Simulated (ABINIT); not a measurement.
# SrTiO3 (Tausonite): G0W0 with ABINIT, start to end, part 3 of 3

How does a plane-wave GW calculation on SrTiO3 (Tausonite) run from the first input to the gap?

ABINIT 10.8.3; PBEsol and many-body steps on it, plane waves. Known limits of the many-body steps: not at the basis limit; no spin-orbit coupling; coarse k mesh.

So far. Step 4 (Empty states on the mesh, 4×4×4 mesh, 208 bands): On this mesh the gap is 1.854 eV. Step 5 (Screening, 4×4×4 mesh, 200 bands, screening to 179.6 eV): Local fields lower ε∞ by 5 %. On a Γ-centred mesh this coarse the value itself is usually too large, while a short band sum pulls it down.

**6. Self-energy, 4×4×4 mesh, 200 bands, screening to 179.6 eV**

The self-energy is evaluated for the states that the input lists, and the levels follow from it, in one-shot runs by the linearised quasiparticle equation.

This step: G0W0 on PBEsol, plane waves, norm-conserving pseudopotentials.

Input file run.abi:

```
acell 3*1.0 Angstrom
rprim 
  3.905280000000 0.000000000000 0.000000000000
  0.000000000000 3.905280000000 0.000000000000
  0.000000000000 0.000000000000 3.905280000000
ntypat 3
znucl 38 22 8
natom 5
typat 1 2 3 3 3
xred 
  0.500000000000 0.500000000000 0.500000000000
  0.000000000000 0.000000000000 0.000000000000
  0.500000000000 0.000000000000 0.000000000000
  0.000000000000 0.500000000000 0.000000000000
  0.000000000000 0.000000000000 0.500000000000
pp_dirpath "pseudos"
pseudos "Sr.upf, Ti.upf, O.upf"
ecut 38
ngkpt 4 4 4
nshiftk 1
shiftk 0 0 0
kptopt 1
chksymbreak 0
istwfk *1
occopt 1
irdwfk 1
optdriver 4
nband 200
gwcalctyp 0
ecutsigx 38
symsigma 1
nkptgw 4
kptgw 
  0.5000000000 0.5000000000 0.5000000000
  0.0000000000 0.0000000000 0.0000000000
  0.5000000000 0.0000000000 0.0000000000
  0.5000000000 0.5000000000 0.0000000000
bdgw 
  18 23
  18 23
  19 23
  18 22
ecuteps 6.6
irdscr 1
ppmodel 1
indata_prefix "in"
outdata_prefix "out"
tmpdata_prefix "tmp"
```

On the command line:

```bash
$ OMP_NUM_THREADS=1 mpirun -n 4 abinit run.abi > log
```

Numbers of over 12 decimals in the logs are rounded to 6 here.

The log of the run:

```text
.Version 10.8.3 of ABINIT. v10.8.2 released Aug 2026.

 Symmetries : space group Pm -3 m (#221); Bravais cP (primitive cubic)
[... echo of the input left out ...]
== DATASET  1 ==================================================================
-   mpi_nproc: 4, omp_nthreads: 1 (-1 if OMP is not activated)

--- !DatasetInfo
iteration_state: {dtset: 1, }
dimensions: {natom: 5, nkpt: 10, mband: 200, nsppol: 1, nspinor: 1, nspden: 1, mpw: 4632, }
cutoff_energies: {ecut:  38.0, pawecutdg:  -1.0, }
electrons: {nelect:   4.00000000E+01, charge:   0.00000000E+00, occopt:   1.00000000E+00, tsmear:   1.00000000E-02, }

 SIGMA: Calculation of the GW corrections

 Based on a program developped by R.W. Godby, V. Olevano, G. Onida, and L. Reining.
 Incorporated in ABINIT by V. Olevano, G.-M. Rignanese, and M. Torrent.
.Using double precision arithmetic ; gwpc =  8

[... cell and pseudopotentials left out ...]
--------------------------------------------------------------------------------

 ==== K-mesh for the wavefunctions ====
 Number of points in the irreducible wedge :    10
[... list of points left out ...]
 Together with 48 symmetry operations and time-reversal symmetry
 yields    64 points in the full Brillouin Zone.

 ==== Q-mesh for screening function ====
 Number of points in the irreducible wedge :    10
[... list of points left out ...]
 Together with 48 symmetry operations and time-reversal symmetry
 yields    64 points in the full Brillouin Zone.

 vcoul_init : cutoff-mode = AUXILIARY_FUNCTION
 q-points for optical limit:   1
     1)      0.000010    0.000020    0.000030
 setmesh: FFT mesh size selected  =    45x   45x   45
          total number of points  =        91125

 Number of electrons calculated from density =   40.0000; Expected =   40.0000
 average of density, n =  0.099519
 r_s =    1.3387
 omega_plasma =   30.4305 [eV]

 === KS Band Gaps ===
  >>>> For spin  1
   Minimum direct gap =   2.2116 [eV], located at k-point      :   0.0000  0.0000  0.0000
   Fundamental gap    =   1.8536 [eV], Top of valence bands at :   0.5000  0.5000  0.5000
                                       Bottom of conduction at :   0.0000  0.0000  0.0000
 SIGMA fundamental parameters:
 PLASMON POLE MODEL  1
 number of plane-waves for SigmaX                 4457
 number of plane-waves for SigmaC and W            341
 number of plane-waves for wavefunctions          4457
 number of bands                                   200
 number of independent spin polarizations            1
 number of spinorial components                      1
 number of k-points in IBZ                          10
 number of q-points in IBZ                          10
 number of symmetry operations                      48
 number of k-points in BZ                           64
 number of q-points in BZ                           64
 number of frequencies for dSigma/dE                 9
 frequency step for dSigma/dE [eV]                0.25
 number of omega for Sigma on real axis              0
 max omega for Sigma on real axis  [eV]           0.00
 zcut for avoiding poles [eV]                     0.10

 EPSILON^-1 parameters (SCR file):
 dimension of the eps^-1 matrix on file            341
 dimension of the eps^-1 matrix used               341
 number of plane-waves for wavefunctions          4457
 number of bands                                   200
 number of q-points in IBZ                          10
 number of frequencies                               2
 number of real frequencies                          1
 number of imag frequencies                          1

 matrix elements of self-energy operator (all in [eV])

 Perturbative Calculation

--- !SelfEnergy_ee
iteration_state: {dtset: 1, }
kpoint     : [   0.500,    0.500,    0.500, ]
spin       : 1
KS_gap     :    4.525
QP_gap     :    6.418
Delta_QP_KS:    1.893
data: !SigmaeeData |
     Band     E0 <VxcDFT>   SigX SigC(E0)      Z dSigC/dE  Sig(E)    E-E0       E
       18   6.800 -19.954 -25.079   4.695   0.767  -0.304 -20.284  -0.329   6.470
       19   6.800 -19.954 -25.079   4.695   0.767  -0.304 -20.284  -0.329   6.470
       20   6.800 -19.954 -25.079   4.695   0.767  -0.304 -20.284  -0.329   6.470
       21  11.325 -21.772 -12.919  -6.726   0.735  -0.360 -20.208   1.564  12.889
       22  11.325 -21.772 -12.919  -6.726   0.735  -0.360 -20.208   1.564  12.889
       23  11.325 -21.772 -12.919  -6.726   0.735  -0.360 -20.208   1.564  12.889

--- !SelfEnergy_ee
iteration_state: {dtset: 1, }
kpoint     : [   0.000,    0.000,    0.000, ]
spin       : 1
KS_gap     :    2.212
QP_gap     :    3.919
Delta_QP_KS:    1.707
data: !SigmaeeData |
     Band     E0 <VxcDFT>   SigX SigC(E0)      Z dSigC/dE  Sig(E)    E-E0       E
       18   6.442 -20.313 -25.282   4.519   0.772  -0.296 -20.660  -0.347   6.095
       19   6.442 -20.313 -25.282   4.519   0.772  -0.296 -20.660  -0.347   6.095
       20   6.442 -20.313 -25.282   4.519   0.772  -0.296 -20.660  -0.347   6.095
       21   8.653 -18.765 -11.403  -5.623   0.782  -0.278 -17.405   1.360  10.014
[...]
--- !SelfEnergy_ee
iteration_state: {dtset: 1, }
kpoint     : [   0.500,    0.000,    0.000, ]
spin       : 1
KS_gap     :    2.766
QP_gap     :    4.571
Delta_QP_KS:    1.806
data: !SigmaeeData |
     Band     E0 <VxcDFT>   SigX SigC(E0)      Z dSigC/dE  Sig(E)    E-E0       E
[...]
--- !SelfEnergy_ee
iteration_state: {dtset: 1, }
kpoint     : [   0.500,    0.500,    0.000, ]
spin       : 1
KS_gap     :    3.926
QP_gap     :    5.764
Delta_QP_KS:    1.837
data: !SigmaeeData |
     Band     E0 <VxcDFT>   SigX SigC(E0)      Z dSigC/dE  Sig(E)    E-E0       E
       18   5.221 -18.318 -23.767   4.742   0.766  -0.305 -18.860  -0.542   4.679
       19   5.221 -18.318 -23.767   4.742   0.766  -0.305 -18.860  -0.542   4.679
       20   6.712 -19.766 -24.883   4.674   0.768  -0.303 -20.107  -0.340   6.372
       21  10.639 -21.381 -13.331  -6.043   0.746  -0.341 -19.885   1.497  12.135
       22  10.639 -21.381 -13.331  -6.043   0.746  -0.341 -19.885   1.497  12.135

== END DATASET(S) ==============================================================
================================================================================

 -outvars: echo values of variables after computation  --------
           etotal      0.0000000000E+00
            nband         200
             nkpt          10
          spgroup         221
 [... the other variables as echoed above ...]

 Calculation completed.
```

Elapsed: 73 s, on 4 MPI ranks of Arm Neoverse V2, shared host; peak memory 1.7 GiB; 4.9 min of CPU time.

This step gave:

```
G0W0 gap on the mesh                         : 3.544 eV
starting gap on the mesh                     : 1.854 eV
k of the valence top                         : 0.5, 0.5, 0.5
k of the conduction bottom                   : 0, 0, 0
Z at the valence top                         : 0.767
Z at the conduction bottom                   : 0.782
least direct G0W0 gap on the computed points : 3.919 eV
```

The gap on the mesh goes from 1.85 eV to 3.54 eV, a correction of +1.69 eV.

Limits: finite bands, cutoff and mesh; no spin-orbit coupling; coarse k mesh. v1 is the top filled band, c1 the lowest empty one. Levels before and after the correction, in eV, zero at the valence-band top of each column:

```tsv
	conduction bottom	valence top
Kohn-Sham	1.85	0.00
G0W0	3.54	0.00
```

```tsv
	level	energy (eV)
Kohn-Sham	(0.5 0.5 0.5) v3-v1	0.000
Kohn-Sham	(0.5 0.5 0.5) c1-c3	4.525
Kohn-Sham	Γ v3-v1	-0.358
Kohn-Sham	Γ c1-c3	1.854
G0W0	(0.5 0.5 0.5) v3-v1	0.000
G0W0	(0.5 0.5 0.5) c1-c3	6.419
G0W0	Γ v3-v1	-0.375
G0W0	Γ c1-c3	3.544
```

**7. Where the time went**

Times are wall times on 4 MPI ranks of Arm Neoverse V2, shared host, good to a factor of about two.

```tsv
step	time	share	memory (GiB)
ground state	32 s	7 %	0.35
bands along the symmetry lines	34 s	7 %	0.37
empty states on the mesh	2.8 min	37 %	4.6
screening	2.5 min	33 %	1.7
self-energy	73 s	16 %	1.7
```

**8. What came out**

```json
{
 "PBEsol gap": "1.85 eV, indirect",
 "G0W0 gap on the mesh": "3.54 eV",
 "GW settings": "4×4×4 mesh, 200 bands, screening to 179.6 eV, Godby-Needs plasmon pole",
 "known limits": "not at the basis limit; no spin-orbit coupling; coarse k mesh"
}
```

In words: G0W0 moves the gap on the mesh from 1.85 eV to 3.54 eV (+1.69 eV), with Z of 0.77 and 0.78 at the edges. Local fields lower the RPA ε∞ on this mesh from 6.94 to 6.56; a Γ-centred mesh this coarse tends to raise both, most where the direct gap is narrow, while a short band sum lowers them. Against experiment, by G0W0@PBEsol: the direct gap of 3.92 eV lies +0.15 eV from the measured 3.77 eV (direct, 300 K, 2013). An exciton line or allowed optical edge lies below the quasiparticle gap by the binding energy; a forbidden edge can push the onset above it. The calculation has static nuclei and no excitons; a measured gap holds zero-point and thermal motion, which mostly lowers it. Bands and cutoff are finite, so the gap is not at the basis limit. The miss can reach some tenths of an eV and take either sign; the mesh is an error of its own. The 4×4×4 mesh is coarse for this cell, which bears on the long-range parts of exchange and screening. This is the ideal cubic cell; many perovskites, halides above all, are cubic only on average, and local tilts or off-centring can widen the gap. The many-body steps are scalar-relativistic: spin-orbit coupling is not in them.

[Paths, hosts, dates, memory and timing lines, banners, echoed tables and standing remarks are left out of the program output.]

[Logs are printed without paths, hosts, clocks, repeated set-up lines and the standing remarks that a program may print on its own settings, such as how far it seeks lower states.]

[Runs of the session that timed out or met a known fault of the program may be left out.]

[Hosts, paths, dates, database ids (printed as entryN), source tags and the programs' standing remarks are cut or masked in the printed files.]

[G0W0 gaps are taken among the corrected bands and points alone; a level outside them can change the order at an edge.]

[Where Ansatz stands beside ABINIT at settings called matched, ABINIT's density can come from a denser mesh and the files from another edition; pairs whose starting gaps differed by over 0.03 eV were left out, so agreement reads better than it is.]
